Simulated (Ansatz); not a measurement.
# La on Ru(0001): change of the work function, part 3 of 3

Wanted: Δφ(θ) for La/Ru(0001), starting from the fcc site.

Ansatz 0.2.0; plane-wave DFT, PBE, Ansatz PAW.

So far, work function, upper face (eV): step 2 (the clean slab) 5.05; step 3 (37 atoms, coverage 0.111 ML, cell 3x3) 2.75.

### Step 4. The covered slab, k-mesh 6×6×1, coverage 0.25 ML

System of this step: La/Ru(0001). The cell holds 17 atoms: 16 Ru and 1 La. Its edges and angles: a = 5.400 Å, b = 5.400 Å, c = 27.666 Å, α = 90.0°, β = 90.0°, γ = 60.0°. Vacuum lies along c.

Another coverage, to see how the dipoles act on each other as their distance changes.

input.yaml reads:

```yaml
crystal:
  lattice:
    - [5.4, 0.0, 0.0]
    - [2.7, 4.6765371804, 0.0]
    - [0.0, 0.0, 27.6660856042]
  atoms:
    - { symbol: Ru, position: [0.3333333333, 0.3333333333, 0.325308037] }
    - { symbol: Ru, position: [0.0, 0.0, 0.4026012267] }
    - { symbol: Ru, position: [0.3333333333, 0.3333333333, 0.4805952292] }
    - { symbol: Ru, position: [0.0, 0.0, 0.5559625411] }
    - { symbol: Ru, position: [0.3333333333, 0.8333333333, 0.325308037] }
    - { symbol: Ru, position: [0.0, 0.5, 0.4026012267] }
    - { symbol: Ru, position: [0.3333333333, 0.8333333333, 0.4805952292] }
    - { symbol: Ru, position: [0.0, 0.5, 0.5559625411] }
    - { symbol: Ru, position: [0.8333333333, 0.3333333333, 0.325308037] }
    - { symbol: Ru, position: [0.5, 0.0, 0.4026012267] }
    - { symbol: Ru, position: [0.8333333333, 0.3333333333, 0.4805952292] }
    - { symbol: Ru, position: [0.5, 0.0, 0.5559625411] }
    - { symbol: Ru, position: [0.8333333333, 0.8333333333, 0.325308037] }
    - { symbol: Ru, position: [0.5, 0.5, 0.4026012267] }
    - { symbol: Ru, position: [0.8333333333, 0.8333333333, 0.4805952292] }
    - { symbol: Ru, position: [0.5, 0.5, 0.5559625411] }
    - { symbol: La, position: [0.1666666667, 0.1666666667, 0.674691963] }
kpoints:
  mp_grid: { grid: [6, 6, 1] }
hamiltonian:
  xc: pbe
scf:
  occupations: { method: fermi_dirac, width: 0.1 }
  convergence: { dr2_threshold: 1.0e-08 }
efield:
  axis: 3
  dipole_correction: true
  ramp_position: 0.97
  ramp_width: 0.06
relax:
  f_tol: 0.02
  max_steps: 60
  constraints: [{ sites: [0, 1, 4, 5, 8, 9, 12, 13] }]
output:
  dos: { projected: true, e_range: [-8, 4] }
  write_potential: true
  write_density: true
  volumetric_format: npy
  elf: true
```

Started as:

```sh
ansatz run input.yaml --threads 4 --pin off --max-ram 16384MiB --backend cpu --events-out ev --progress --plain --runs-dir out
```

What it wrote:

```text
La: projections on atomic orbitals take those of the free atom [Kr 4d10] 4f0 5s2 5p6 5d1 6s2, of charge +0.00 (hamiltonian.pseudopotentials.projection_atoms); the dataset's partial waves leave at most 1.9e-5 of an orbital's norm unspanned inside its sphere
[...]
Crystal: 17 atoms, lattice volume = 698.660 Å³
Basis set: ecut = 420 eV, 13575 PW (Γ), exchange–correlation on 80×80×384 points (8 copies of the dense FFT grid, shifted against one another)
Bands: 161, of which v1, the nominal top of the filled ones, is band 134 counted from 1 (133 counted from 0)
Symmetry: 6 space group operations
[...]
k-points: 7 of 36 (time reversal used)
[...]
SCF iter   1: F=—  HF=-100302.472339 eV  |F-HF|=—  |Δ(HF+E_count)|=         —  Δρ=9.17e-2  dr2=4.93e2  ethr=1.77e-3  p=0.421 e·Å  D=1.09e-1 V/Å  ΔV_dip=-3.02 eV  dr2_dipole=2.40e2  V_vac-E_F(+/−)=2.15/5.17 eV  ⟨swp⟩=7.6  Hψ=4605  notcnv=0
[...]
SCF iter  18: F=-100300.690970 eV  HF=-100300.690970 eV  |F-HF|=7.76e-9  |Δ(HF+E_count)|=   6.34e-9  Δρ=6.79e-7  dr2=8.75e-9  ethr=3.75e-12  p=0.311 e·Å  D=8.04e-2 V/Å  ΔV_dip=-2.23 eV  dr2_dipole=2.38e-9  V_vac-E_F(+/−)=2.87/5.10 eV  ⟨swp⟩=8.4  Hψ=8796  notcnv=0
SCF 1 converged in 18 iterations: F = -100300.690970 eV  dr2 = 8.75e-9
[...]
relax step   1: F+E_penalty+E_count = -100300.69097030 eV  Δ(F+E_penalty+E_count) = +0.000e0 eV  max|allowed force component| = 2.163e0 eV/Å  Δτ_max = 0.0000 Å  (18 SCF iters, accepted)
[...]
SCF iter  12: F=-100301.197448 eV  HF=-100301.197448 eV  |F-HF|=2.14e-9  |Δ(HF+E_count)|=   8.80e-9  Δρ=7.05e-7  dr2=7.59e-9  ethr=3.75e-12  p=0.320 e·Å  D=8.28e-2 V/Å  ΔV_dip=-2.29 eV  dr2_dipole=4.47e-11  V_vac-E_F(+/−)=2.81/5.10 eV  ⟨swp⟩=8.7  Hψ=9241  notcnv=0
SCF 2 converged in 12 iterations: F = -100301.197448 eV  dr2 = 7.59e-9
[...]
relax step   2: F+E_penalty+E_count = -100301.19744828 eV  Δ(F+E_penalty+E_count) = -5.065e-1 eV  max|allowed force component| = 2.407e0 eV/Å  Δτ_max = 0.1949 Å  (12 SCF iters, accepted)
[...]
SCF iter  12: F=-100301.714782 eV  HF=-100301.714782 eV  |F-HF|=5.75e-9  |Δ(HF+E_count)|=   8.07e-8  Δρ=3.64e-7  dr2=2.03e-9  ethr=3.53e-12  p=0.337 e·Å  D=8.72e-2 V/Å  ΔV_dip=-2.41 eV  dr2_dipole=1.74e-11  V_vac-E_F(+/−)=2.68/5.10 eV  ⟨swp⟩=11.1  Hψ=7998  notcnv=0
SCF 3 converged in 12 iterations: F = -100301.714782 eV  dr2 = 2.03e-9
relax step   3: F+E_penalty+E_count = -100301.71478177 eV  Δ(F+E_penalty+E_count) = -5.173e-1 eV  max|allowed force component| = 2.533e0 eV/Å  Δτ_max = 0.1948 Å  (12 SCF iters, accepted)
[...]
relax step   4: F+E_penalty+E_count = -100302.24764989 eV  Δ(F+E_penalty+E_count) = -5.329e-1 eV  max|allowed force component| = 2.306e0 eV/Å  Δτ_max = 0.1944 Å  (11 SCF iters, accepted)
[...]
relax step   5: F+E_penalty+E_count = -100302.63792712 eV  Δ(F+E_penalty+E_count) = -3.903e-1 eV  max|allowed force component| = 1.357e0 eV/Å  Δτ_max = 0.1973 Å  (11 SCF iters, accepted)
[...]
relax step   6: F+E_penalty+E_count = -100302.81013059 eV  Δ(F+E_penalty+E_count) = -1.722e-1 eV  max|allowed force component| = 2.037e-1 eV/Å  Δτ_max = 0.1949 Å  (11 SCF iters, accepted)
[...]
relax step   7: F+E_penalty+E_count = -100302.81750576 eV  Δ(F+E_penalty+E_count) = -7.375e-3 eV  max|allowed force component| = 2.427e-1 eV/Å  Δτ_max = 0.0907 Å  (11 SCF iters, accepted)
[...]
relax step   8: F+E_penalty+E_count = -100302.83307151 eV  Δ(F+E_penalty+E_count) = -1.557e-2 eV  max|allowed force component| = 3.673e-2 eV/Å  Δτ_max = 0.0338 Å  (10 SCF iters, accepted)
SCF iter   1: F=—  HF=-100302.831829 eV  |F-HF|=—  |Δ(HF+E_count)|=         —  Δρ=1.67e-4  dr2=3.07e-4  ethr=2.13e-6  p=0.390 e·Å  D=1.01e-1 V/Å  ΔV_dip=-2.80 eV  dr2_dipole=1.21e-5  V_vac-E_F(+/−)=2.30/5.10 eV  ⟨swp⟩=2.0  Hψ=1693  notcnv=0
[...]
SCF iter   7: F=-100302.833177 eV  HF=-100302.833177 eV  |F-HF|=9.07e-9  |Δ(HF+E_count)|=   4.74e-9  Δρ=4.25e-7  dr2=2.34e-9  ethr=3.75e-12  p=0.390 e·Å  D=1.01e-1 V/Å  ΔV_dip=-2.79 eV  dr2_dipole=4.48e-12  V_vac-E_F(+/−)=2.31/5.10 eV  ⟨swp⟩=9.6  Hψ=7492  notcnv=0
SCF 9 converged in 7 iterations: F = -100302.833177 eV  dr2 = 2.34e-9
relax step   9: F+E_penalty+E_count = -100302.83317726 eV  Δ(F+E_penalty+E_count) = -1.058e-4 eV  max|allowed force component| = 5.023e-3 eV/Å  Δτ_max = 0.0048 Å  (7 SCF iters, accepted)
[...]
SCF converged after 7 iterations
Free energy (F): -100302.833177 eV
[...]
Internal energy: -100302.194845 eV  (E = F + TS)
E sigma→0 (E₀):  -100302.514011 eV
Entropy (-TS):   -0.638332 eV (-37.549 meV/atom)
Fermi energy:    5.641986 eV
Dipole field:    D = 0.100979 V/Å  (p = 0.389885 e·Å, saw-weighted, corrected)
Work function:   Φ+ = 2.3060 eV   Φ− = 5.0997 eV
[...]
--- Forces (eV/Å), atoms counted from 1 ---
  atom   1  Ru     0.04746801     0.02740567     0.48389957
  atom   2  Ru     0.17264711     0.09967786    -0.41181940
  atom   3  Ru    -0.00156838    -0.00090550    -0.00009532
  atom   4  Ru    -0.00011199    -0.00006466    -0.00170502
  atom   5  Ru     0.00000000    -0.05481133     0.48389957
  atom   6  Ru    -0.00000000    -0.19935572    -0.41181940
  atom   7  Ru    -0.00000000     0.00181100    -0.00009532
  atom   8  Ru     0.00000000     0.00012932    -0.00170502
  atom   9  Ru    -0.04746801     0.02740567     0.48389957
  atom  10  Ru    -0.17264711     0.09967786    -0.41181940
  atom  11  Ru     0.00156838    -0.00090550    -0.00009532
  atom  12  Ru     0.00011199    -0.00006466    -0.00170502
  atom  13  Ru     0.00000000     0.00000000     0.33599798
  atom  14  Ru    -0.00000000     0.00000000    -0.55089208
  atom  15  Ru    -0.00000000    -0.00000000    -0.00288555
  atom  16  Ru    -0.00000000    -0.00000000     0.00502281
  atom  17  La    -0.00000000     0.00000000     0.00191601
  max |Σ_I F_I| component: 1.38e-6 eV/Å
--- Band table (eV; the first three rows and the last of 7) ---
  k-point 0: bands = [... 130 lower, 6.2530, 6.2530, 6.2785, 6.5010, 6.6138, 6.6138, 6.7960, 6.7960, ... 23 higher]
  k-point 1: bands = [... 130 lower, 5.8549, 6.0323, 6.0972, 6.1372, 6.2010, 6.3891, 6.5168, 6.5726, ... 23 higher]
  k-point 2: bands = [... 130 lower, 5.2492, 5.2965, 5.5404, 5.5433, 5.7663, 5.9120, 5.9925, 6.0316, ... 23 higher]
  k-point 6: bands = [... 130 lower, 5.1898, 5.2726, 5.2927, 5.3721, 5.6517, 5.8096, 5.8707, 5.9062, ... 23 higher]
--- Relaxed structure (9 steps of the walk, 9 accepted, 0 SCFs on fresh bases) ---
  F+E_penalty+E_count = -100302.83317726 eV   max|allowed force component| = 5.023e-3 eV/Å
  atoms:
    - { symbol: Ru, position: [0.333333, 0.333333, 0.325308] }
    - { symbol: Ru, position: [2.666712e-17, 2.666712e-17, 0.402601] }
    - { symbol: Ru, position: [0.334440, 0.334440, 0.480438] }
    - { symbol: Ru, position: [-0.00477167, -0.00477167, 0.556925] }
    - { symbol: Ru, position: [0.333333, 0.833333, 0.325308] }
    - { symbol: Ru, position: [5.551115e-17, 0.5, 0.402601] }
    - { symbol: Ru, position: [0.334440, 0.831121, 0.480438] }
    - { symbol: Ru, position: [-0.00477167, 0.509543, 0.556925] }
    - { symbol: Ru, position: [0.833333, 0.333333, 0.325308] }
    - { symbol: Ru, position: [0.5, 2.666712e-17, 0.402601] }
    - { symbol: Ru, position: [0.831121, 0.334440, 0.480438] }
    - { symbol: Ru, position: [0.509543, -0.00477167, 0.556925] }
    - { symbol: Ru, position: [0.833333, 0.833333, 0.325308] }
    - { symbol: Ru, position: [0.5, 0.5, 0.402601] }
    - { symbol: Ru, position: [0.833333, 0.833333, 0.477777] }
    - { symbol: Ru, position: [0.5, 0.5, 0.558745] }
    - { symbol: La, position: [0.166667, 0.166667, 0.637308] }
```

Run time: 5.3 min. Hardware: 4 threads of Arm Neoverse V1, shared host; peak memory 2.8 GiB.

Step by step:

```csv
step,energy less that of the first step (eV),largest force component (eV/Å)
1,0.0000,2.1632
2,-0.5065,2.4067
3,-1.0238,2.5328
4,-1.5567,2.3062
5,-1.9470,1.3569
6,-2.1192,0.2037
7,-2.1265,0.2427
8,-2.1421,0.0367
9,-2.1422,0.0050
```

Forces are held to the 6 operations that the program found; a distortion that breaks them can't arise in this run.

The atoms that moved most (Å):

```csv
atom,dx,dy,dz,length
La17,0.000,0.000,-1.034,1.034
Ru15,0.000,0.000,-0.078,0.078
Ru16,0.000,0.000,0.077,0.077
Ru8,0.000,0.045,0.027,0.052
Ru12,0.039,-0.022,0.027,0.052
Ru4,-0.039,-0.022,0.027,0.052
Ru3,0.009,0.005,-0.004,0.011
Ru7,0.000,-0.010,-0.004,0.011
```

Final coordinates:

```xyz
17
Lattice="5.4000 0.0000 0.0000 2.7000 4.6765 0.0000 0.0000 0.0000 27.6661" Properties=species:S:1:pos:R:3
Ru    2.7000    1.5588    9.0000
Ru    0.0000    0.0000   11.1384
Ru    2.7090    1.5640   13.2918
Ru   -0.0387   -0.0223   15.4079
Ru    4.0500    3.8971    9.0000
Ru    1.3500    2.3383   11.1384
Ru    4.0500    3.8868   13.2918
Ru    1.3500    2.3829   15.4079
Ru    5.4000    1.5588    9.0000
Ru    2.7000    0.0000   11.1384
Ru    5.3910    1.5640   13.2918
Ru    2.7387   -0.0223   15.4079
Ru    6.7500    3.8971    9.0000
Ru    4.0500    2.3383   11.1384
Ru    6.7500    3.8971   13.2182
Ru    4.0500    2.3383   15.4583
La    1.3500    0.7794   17.6318
```

This step gave:

| Quantity | Value |
| --- | --- |
| energy at zero smearing | -100302.5140 eV |
| work function, upper face | 2.306 eV |
| work function, lower face | 5.100 eV |
| dipole along the normal | 0.3899 e·Å |
| step between the vacuum levels | -2.794 eV |

Running mean over 2.138 Å of the planar mean; the ramp of the sawtooth is left out. Electron's electrostatic potential energy less the Fermi level against z:

```csv
z (Å),electron's electrostatic potential energy less the Fermi level (eV)
3.5,5.10
4.0,5.10
4.5,5.10
5.0,5.09
5.5,5.07
6.0,5.01
6.5,4.78
7.0,3.96
7.5,0.794
8.0,-6.24
8.5,-12.4
9.0,-14.2
9.5,-14.5
10.0,-14.7
10.5,-14.8
11.0,-14.9
11.5,-14.9
12.0,-14.9
12.5,-14.9
13.0,-14.8
13.5,-14.8
14.0,-14.6
14.5,-14.5
15.0,-14.5
15.5,-14.4
16.0,-12.8
16.5,-8.04
17.0,-3.58
17.5,-2.67
18.0,-2.49
18.5,-1.48
19.0,-0.0117
19.5,1.28
20.0,1.88
20.5,2.12
21.0,2.22
21.5,2.27
22.0,2.29
22.5,2.30
23.0,2.30
23.5,2.30
24.0,2.31
```

The density of states has structure finer than the step of the table below, so its rows give means over 0.25 eV. Peaks (eV: height): -3.370: 49.6, -2.920: 45.2, -2.770: 44.3, -2.140: 41.9, -1.950: 41.0, 1.410: 64.5, 1.530: 45.1.

Table of density of states by energy, zero at the Fermi level; means over each step:

```csv
energy (eV),density of states (states/eV a cell)
-7.75,0
-7.50,0.149
-7.25,0.903
-7.00,0.885
-6.75,1.01
-6.50,1.10
-6.25,1.72
-6.00,6.75
-5.75,17.0
-5.50,18.3
-5.25,22.9
-5.00,19.9
-4.75,15.0
-4.50,22.8
-4.25,22.6
-4.00,22.6
-3.75,21.3
-3.50,16.6
-3.25,13.9
-3.00,22.8
-2.75,29.8
-2.50,26.5
-2.25,25.8
-2.00,33.8
-1.75,23.7
-1.50,28.1
-1.25,21.6
-1.00,15.9
-0.75,16.8
-0.50,23.3
-0.25,19.9
0.00,19.4
0.25,19.5
0.50,17.6
0.75,21.0
1.00,28.9
1.25,24.7
1.50,33.3
```

Projected DOS per atom over height of the atomic layer and energy from the Fermi level. Layers: Ru4 Ru4 Ru4 Ru4 La from below.

Values in states/eV, 22 rows by 5 columns, each cell a mean:
```
1.18 1.73 1.69 1.04 4.30
1.71 1.78 1.73 1.32 2.30
1.41 1.09 0.93 0.94 1.30
1.30 0.97 0.99 1.19 1.25
1.57 0.77 0.93 1.33 1.27
1.47 0.80 0.95 1.25 1.17
1.34 0.98 1.02 1.32 0.92
2.12 1.29 1.28 1.71 0.76
2.39 1.56 1.55 2.04 0.76
1.40 1.42 1.46 1.83 0.62
1.43 1.45 1.40 1.78 0.55
0.92 0.95 0.93 0.90 0.17
1.11 1.23 1.23 1.16 0.16
1.37 1.48 1.44 1.48 0.14
1.09 1.13 1.03 1.16 0.13
0.83 1.86 1.82 0.93 0.12
0.53 1.80 1.76 0.61 0.08
0.14 0.71 0.66 0.15 0.02
0.03 0.12 0.12 0.03 0.01
0.02 0.10 0.09 0.02 0.01
0.01 0.06 0.06 0.01 0.00
0.00 0.00 0.00 0.00 0.00
```
Columns: height of the atomic layer (Å) from 9 to 17.6; rows upwards: energy from the Fermi level (eV) from -7.96 to 1.65.

Electrostatic potential energy in the ca plane at fractional y = 0.000, with atoms of Ru within 0.2 Å of it. With pseudopotentials it is smooth inside the atoms' cores, unlike the true potential.

Ten even steps from '0' (-83 eV) to '9' (9 eV), each cell a mean:
```
99999720038999999500059999999999999999999999
98899864479988899853589999999999999999999999
87789998899976789988899999999999999999999999
86689999999876789999999999999999999999999999
87789986789987899876789999999999999999999999
99999841258999999620269999999999999999999999
99999710037999998500058999999999999999999999
99999720038999999610168998999999999999999999
98899864479998899864689887789999999999999999
87789998899986789998999865678999999999999999
86689999999976789999999865678999999999999999
87789986789987899987899876789999999999999999
99999841158999999731379988899999999999999999
99999710027999998500058999999999999999999999
```
Columns run along c (16.0 Å, from fractional 0.31 to 0.89 of the cell; values clipped at the 3rd and 97th percentile), rows up along a (5.4 Å). Atoms in or near the plane, at fractional coordinates: Ru at (0.40, 0.00), Ru at (0.56, 0.00), Ru at (0.40, 0.50), Ru at (0.56, 0.51).

Valence density in the ca plane at fractional y = 0.000, with atoms of Ru within 0.2 Å of it. It is the smooth field of the valence electrons, not physical close to the nuclei.

Values in units of 1e0 e/Å³, 8 rows by 16 columns, each cell a mean:
```
0.4 0.4 4.5 2.8 0.4 0.4 3.3 4.5 0.2 0.0 0.0 0.0 0.0 0.0 0.0 0.0
1.2 0.6 0.6 0.5 1.0 0.8 0.5 0.6 0.1 0.0 0.0 0.0 0.0 0.0 0.0 0.0
0.9 0.5 1.1 0.8 0.8 0.6 0.9 1.2 0.1 0.0 0.0 0.0 0.0 0.0 0.0 0.0
0.3 0.4 6.0 3.7 0.4 0.3 4.3 5.8 0.3 0.1 0.0 0.0 0.0 0.0 0.0 0.0
0.4 0.4 4.6 2.8 0.4 0.4 2.9 4.0 0.4 0.3 0.1 0.0 0.0 0.0 0.0 0.0
1.2 0.6 0.6 0.4 0.8 0.8 0.4 0.5 0.6 1.1 0.2 0.0 0.0 0.0 0.0 0.0
0.9 0.5 1.1 0.8 0.7 0.7 0.7 0.9 0.5 0.9 0.2 0.0 0.0 0.0 0.0 0.0
0.3 0.4 6.0 3.7 0.3 0.4 3.9 5.4 0.4 0.2 0.0 0.0 0.0 0.0 0.0 0.0
```
Columns run along c (16.0 Å, from fractional 0.31 to 0.89 of the cell), rows up along a (5.4 Å). Atoms in or near the plane, at fractional coordinates: Ru at (0.40, 0.00), Ru at (0.56, 0.00), Ru at (0.40, 0.50), Ru at (0.56, 0.51).

ELF in the ca plane at fractional y = 0.000, with atoms of Ru within 0.2 Å of it. It is the smooth field of the valence electrons, not physical close to the nuclei.

Ten even steps from '0' (0.00) to '9' (0.86), each cell a mean:
```
33333476663333333575752321000000000000000000
33223246643323222356632231000000000000000000
34432323333234322233322332110000000000000000
35532333333245422333333333210000000000000000
33323334433333322345422332100000000000000000
33233367753322233476742221000000000000000000
43333474563333333563663321000001100000000000
33333476663333333576763333321111110000000000
33223346643322233356533468864211111000000000
34433323333234423323333589985311221100000000
35532333333235422323333589996322221100000000
33323234433323323334333489985211211000000000
33233367753332233477653346642111111000000000
43333474573333333563663321110001110000000000
```
Columns run along c (16.0 Å, from fractional 0.31 to 0.89 of the cell), rows up along a (5.4 Å). Atoms in or near the plane, at fractional coordinates: Ru at (0.40, 0.00), Ru at (0.56, 0.00), Ru at (0.40, 0.50), Ru at (0.56, 0.51).

The relaxation took 9 steps and lowered the energy by 2.1 eV; the largest force on the free atoms ends at 0.0050 eV/Å.

By hand: a sheet of dipoles makes a step −p/(ε₀A) in the electron's potential. With e/ε₀ = 180.95 V·Å, p = 0.3899 e·Å and A = 25.25 Å², that is −180.95 × (0.3899) / 25.25 = -2.794 eV, and the two vacuum levels of the run differ by -2.794 eV.

The covered face has 2.31 eV, -2.74 eV against the clean one; the bare back face has moved by +0.02 eV, a measure of how thin the slab is.

### Step 5. Work function against coverage

This step: plane-wave DFT, PBE, Ansatz PAW; work function against coverage (Ansatz 0.2.0).

The runs are now put side by side.

This step gave:

```yaml
work_function_of_the_clean_face: 5.046 eV
largest_change_of_the_work_function: -2.740 eV
```

Table of work function of the covered face by coverage:

```csv
coverage (adsorbates/nm²),work function of the covered face (eV)
0.00,5.05
1.76,2.75
3.96,2.31
```

The dipole per adsorbate comes from the change of the cell's dipole. Coverage, by row:

```csv
coverage (1/nm²),coverage (ML),work function (eV),change (eV),"dipole per adsorbate, positive end outwards (debye)",mean height of the added atoms over the highest substrate atom (Å)
1.76,0.1111,2.747,-2.299,3.498,2.224
3.96,0.25,2.306,-2.74,1.853,2.174
```

### Step 6. Outcome

```
work function of the clean face                        : 5.05 eV
work function at 0.11 ML                               : 2.75 eV
work function at 0.25 ML                               : 2.31 eV
dipole per adsorbate at 0.11 ML, positive end outwards : 3.50 D
```

**Reading.** La lowers the work function of Ru(0001) at the lowest coverage, by 2.30 eV: the adsorbate layer has its positive end outwards. The slab has 4 layers, at the tabulated experimental lattice constant, one starting site was run, and quantum-size effects of a slab this thin can reach one or two tenths of an eV. The main runs have no spin polarisation; a magnetic state could lie lower and would change these results.

[Long decimals in the printed logs are rounded to 6 places.]

[Logs are printed without paths, hosts, clocks, repeated set-up lines and the standing remarks that a program may print on its own settings, such as how far it seeks lower states.]

[Hosts, paths, dates, database ids (printed as entryN), source tags and the programs' standing remarks are cut or masked in the printed files.]

[Maps of the electrostatic potential energy from Ansatz leave out the sawtooth potential of an applied field or a dipole correction, so their vacuum need not be flat; planar profiles and work functions include it.]

[The density of states shown here was stored with 400 of the rows of the run's finer table, so its peaks can read low, often by over a quarter, or be missed, and its means over a window can be off by a tenth or more.]
